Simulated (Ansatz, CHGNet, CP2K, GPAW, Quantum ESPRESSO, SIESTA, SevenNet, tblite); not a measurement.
# CP2K on random packing of B86H14 (at. %) (90 atoms): settings against a plane-wave reference, part 3 of 3

How do the settings of CP2K change the result for random packing of B86H14 (at. %) (90 atoms)? A plane-wave run serves as the yardstick.

Program: CP2K 2026.2; the method stands at each step. Banners, paths, timers and routine set-up lines are dropped from the logs unmarked, and long logs keep their key lines alone; longer cuts are marked.

So far. Step 5 (revPBE, PBE potentials, DZVP-MOLOPT-SR, 450/50 Ry …): Against the first run (2.9 %), the force difference from the reference is 3.3 %, at 0.95 times the CPU time; the model has changed, so this is no error of the program alone. Step 6 (PBE, DZVP-MOLOPT-SR, 450/20 Ry, diagonalisation): Against the first run (2.9 %), the force difference from the reference is 2.9 %, at 0.54 times the CPU time: the change moves forces by 0.89 meV/Å r.m.s., so most of the difference comes from elsewhere.

## Step 7: Another try, on a changed input

Level of this step: Kohn-Sham DFT, PBE, GTH-PBE pseudopotentials, Gaussian and plane waves, DZVP-MOLOPT-SR-GTH, diagonalisation (CP2K).

input.inp reads:

```
&GLOBAL
  PROJECT cell
  RUN_TYPE ENERGY_FORCE
  PRINT_LEVEL LOW
&END GLOBAL
&FORCE_EVAL
  METHOD QS
  STRESS_TENSOR ANALYTICAL
  &DFT
    BASIS_SET_FILE_NAME BASIS_MOLOPT
    POTENTIAL_FILE_NAME GTH_POTENTIALS
    &MGRID
      CUTOFF 450
      REL_CUTOFF 50
    &END MGRID
    &QS
      EPS_DEFAULT 1.0E-12
    &END QS
    &SCF
      SCF_GUESS ATOMIC
      EPS_SCF 1.0E-06
      MAX_SCF 3
      ADDED_MOS 34
      &DIAGONALIZATION
        ALGORITHM STANDARD
      &END DIAGONALIZATION
      &SMEAR ON
        METHOD FERMI_DIRAC
        ELECTRONIC_TEMPERATURE [K] 580
      &END SMEAR
      &MIXING
        METHOD BROYDEN_MIXING
        ALPHA 0.15
        NBROYDEN 8
      &END MIXING
      &PRINT
        &RESTART OFF
        &END RESTART
      &END PRINT
    &END SCF
    &XC
      &XC_FUNCTIONAL PBE
      &END XC_FUNCTIONAL
    &END XC
    &PRINT
      &MULLIKEN ON
      &END MULLIKEN
      &HIRSHFELD ON
        SHAPE_FUNCTION DENSITY
      &END HIRSHFELD
      &MO ON
        EIGENVALUES T
        OCCUPATION_NUMBERS T
        MO_INDEX_RANGE 111 134
        &EACH
          QS_SCF 0
        &END EACH
        ADD_LAST NUMERIC
      &END MO
    &END PRINT
  &END DFT
  &SUBSYS
    &CELL
      A 8.90670 0.00000 0.00000
      B 0.00000 8.90670 0.00000
      C 0.00000 0.00000 8.90670
    &END CELL
    &TOPOLOGY
      COORD_FILE_NAME structure.xyz
      COORD_FILE_FORMAT XYZ
    &END TOPOLOGY
    &KIND B
      BASIS_SET DZVP-MOLOPT-SR-GTH-q3
      POTENTIAL GTH-PBE-q3
    &END KIND
    &KIND H
      BASIS_SET DZVP-MOLOPT-SR-GTH-q1
      POTENTIAL GTH-PBE-q1
    &END KIND
  &END SUBSYS
  &PRINT
    &FORCES ON
    &END FORCES
    &STRESS_TENSOR ON
    &END STRESS_TENSOR
  &END PRINT
&END FORCE_EVAL
```

structure.xyz reads:

```xyz
90

[... 90 atom lines left out: the same atoms as in the first run ...]
```

The run is started by

```console
$ OMP_NUM_THREADS=1 mpirun -np 4 cp2k.psmp -i input.inp > output.txt
```

Numbers of over 12 decimals in the logs are rounded to 6 here.

What it wrote:

```text
CP2K| version string:                                       CP2K version 2026.2
 CP2K| Input file name                                                 input.inp
 GLOBAL| Basis set file name                                        BASIS_MOLOPT
 GLOBAL| Potential file name                                      GTH_POTENTIALS
 GLOBAL| Run type                                                   ENERGY_FORCE
 GLOBAL| Total number of message passing processes                             4
 GLOBAL| Number of threads for this process                                    1
[... lines left out ...]
                        Smear method:                                FERMI_DIRAC
[... lines left out ...]
 Number of electrons:                                                        244
[... lines left out ...]
  Step     Update method      Time    Convergence         Total energy    Change
[... lines left out ...]
  Core density on regular grids:              243.9999999995       -0.0000000005
  Total charge density on r-space grids:       -0.0000000005
  Total charge density g-space grids:          -0.0000000005
  Overlap energy of the core charge distribution:               1.85964e-05
  Self energy of the core charge distribution:               -484.912963
  Core Hamiltonian energy:                                    155.553207
  Hartree energy:                                             196.704455
  Exchange-correlation energy:                                -83.579642
  Electronic entropic energy:                                  -0.00911228
  Fermi energy:                                                 0.223734
  Total energy:                                              -216.244563
  Total energy (extrapolated to T->0):                       -216.240007
 *   ___                                                                       *
 *  /   \                                                                      *
 * [ABORT]                                                                     *
 *  \___/     SCF run NOT converged. To continue the calculation regardless,   *
 *    |             please set the keyword IGNORE_CONVERGENCE_FAILURE.         *
 *  O/|                                                                        *
 * /| |                                                                        *
```

Wall time 24 s (4 MPI ranks of Arm Neoverse V1, shared host); peak memory 2 GiB.

The run stopped without converging, so its numbers are no property of the system. The fault in the input: too few SCF iterations (iteration limit 3).

## Step 8: All runs compared

Differences are against the plane-wave reference, forces as r.m.s. over components; share is that over the reference's r.m.s. force, slope the least-squares factor from reference forces to these. Total energies of different programs have different zeros and aren't compared.

| run | Δ force, r.m.s. (meV/Å) | share (%) | slope | Δ pressure (GPa) | cores | CPU time | memory (GiB) |
| --- | --- | --- | --- | --- | --- | --- | --- |
| reference | - | - | - | - | 2 | 1.8 min | 1.4 |
| CP2K PBE, DZVP-MOLOPT-SR, 450/50 Ry, diagonalisation | 30.9 | 2.87 | 1.013 | 0.175 | 4 | 9.6 min | 2.4 |
| CP2K PBE, TZV2P-MOLOPT (SR for B), 450/50 Ry, diagonalisation | 13.2 | 1.22 | 0.998 | 0.300 | 4 | 23 min | 3.4 |
| CP2K PBE+D3(BJ), DZVP-MOLOPT-SR, 450/50 Ry, diagonalisation | 146 | 13.5 | 0.966 | -0.252 | 4 | 9.4 min | 2.5 |
| CP2K revPBE, PBE potentials, DZVP-MOLOPT-SR, 450/50 Ry, diagonalisation | 35.2 | 3.26 | 1.013 | 0.465 | 4 | 9.1 min | 2.4 |
| CP2K PBE, DZVP-MOLOPT-SR, 450/20 Ry, diagonalisation (coarse) | 30.9 | 2.86 | 1.013 | 0.182 | 4 | 5.2 min | 2.4 |

Rows marked coarse were listed beforehand as settings not expected to be converged; some can still land near the reference.

CPU time is summed over cores on a shared host, where runs went side by side, so it is rough. Symmetry, cutoffs, thresholds, outputs and thread counts weren't matched or tuned between programs; memory under MPI is the largest rank's times the ranks.

Mean charges by element (e), by run and scheme:

| run | scheme | B | H |
| --- | --- | --- | --- |
| CP2K PBE, DZVP-MOLOPT-SR, 450/50 Ry, diagonalisation | Mulliken | -0.02 | +0.13 |
| CP2K PBE, DZVP-MOLOPT-SR, 450/50 Ry, diagonalisation | Hirshfeld | 0.00 | +0.02 |
| CP2K PBE, TZV2P-MOLOPT (SR for B), 450/50 Ry, diagonalisation | Mulliken | -0.01 | +0.08 |
| CP2K PBE, TZV2P-MOLOPT (SR for B), 450/50 Ry, diagonalisation | Hirshfeld | 0.00 | +0.01 |
| CP2K PBE+D3(BJ), DZVP-MOLOPT-SR, 450/50 Ry, diagonalisation | Mulliken | -0.02 | +0.13 |
| CP2K PBE+D3(BJ), DZVP-MOLOPT-SR, 450/50 Ry, diagonalisation | Hirshfeld | 0.00 | +0.02 |
| CP2K revPBE, PBE potentials, DZVP-MOLOPT-SR, 450/50 Ry, diagonalisation | Mulliken | -0.02 | +0.13 |
| CP2K revPBE, PBE potentials, DZVP-MOLOPT-SR, 450/50 Ry, diagonalisation | Hirshfeld | 0.00 | +0.02 |

Within one program, basis, potentials and functional, energies share a zero. Each run against its twin at the usual cutoff or grid and solver:

| run | twin | Δ energy (meV/atom) | Δ force, r.m.s. (meV/Å) | CPU time over the twin's |
| --- | --- | --- | --- | --- |
| CP2K PBE, DZVP-MOLOPT-SR, 450/20 Ry, diagonalisation | DZVP-MOLOPT-SR, 450/50 Ry, diagonalisation | -0.0629 | 0.889 | 0.54 |

## Step 9: Outcome

```json
{
 "nearest in forces": "CP2K PBE, TZV2P-MOLOPT (SR for B), 450/50 Ry, diagonalisation, 1.2 %",
 "its CPU time": "23 min"
}
```

**Reading.** The PBE runs in local orbitals, coarse settings apart, differ by 1.2 % (CP2K PBE, TZV2P-MOLOPT (SR for B), 450/50 Ry, diagonalisation) to 2.9 % (CP2K PBE, DZVP-MOLOPT-SR, 450/50 Ry, diagonalisation); basis, grid and potentials can all enter. Rows with another functional or a dispersion term differ by 3.3 % (CP2K revPBE, PBE potentials, DZVP-MOLOPT-SR, 450/50 Ry, diagonalisation) to 14 % (CP2K PBE+D3(BJ), DZVP-MOLOPT-SR, 450/50 Ry, diagonalisation), which mixes the change of model with differences of basis and potentials, some of them made for another functional. Runs with settings chosen to be coarse differ by 2.9 % (CP2K PBE, DZVP-MOLOPT-SR, 450/20 Ry, diagonalisation), their programs' other errors included. None of the electronic-structure runs in the table takes under half the reference's CPU time of 1.8 min; they take 2.9 to 13 times as much. Charges hang on scheme and program or settings: among these rows the mean for H runs from +0.01 to +0.13 e. The reference's pressure holds the uncorrected Pulay stress of its 45 Ry basis, so small pressure differences, and their order, may be the reference's own error. The reference's pressure of -15 GPa belongs to a cell and atoms that aren't relaxed at this level. The electronic-structure runs sample only Γ, in a cell whose shortest periodic width is 9 Å, which is coarse for a cell with partly filled levels.

[Also dropped from logs without a mark: logging warnings of Python, and SIESTA's first energy breakdown and zero terms.]

[Logs are printed without paths, hosts, clocks, repeated set-up lines and the standing remarks that a program may print on its own settings, such as how far it seeks lower states.]

[Hosts, paths, dates, database ids (printed as entryN), source tags and the programs' standing remarks are cut or masked in the printed files.]
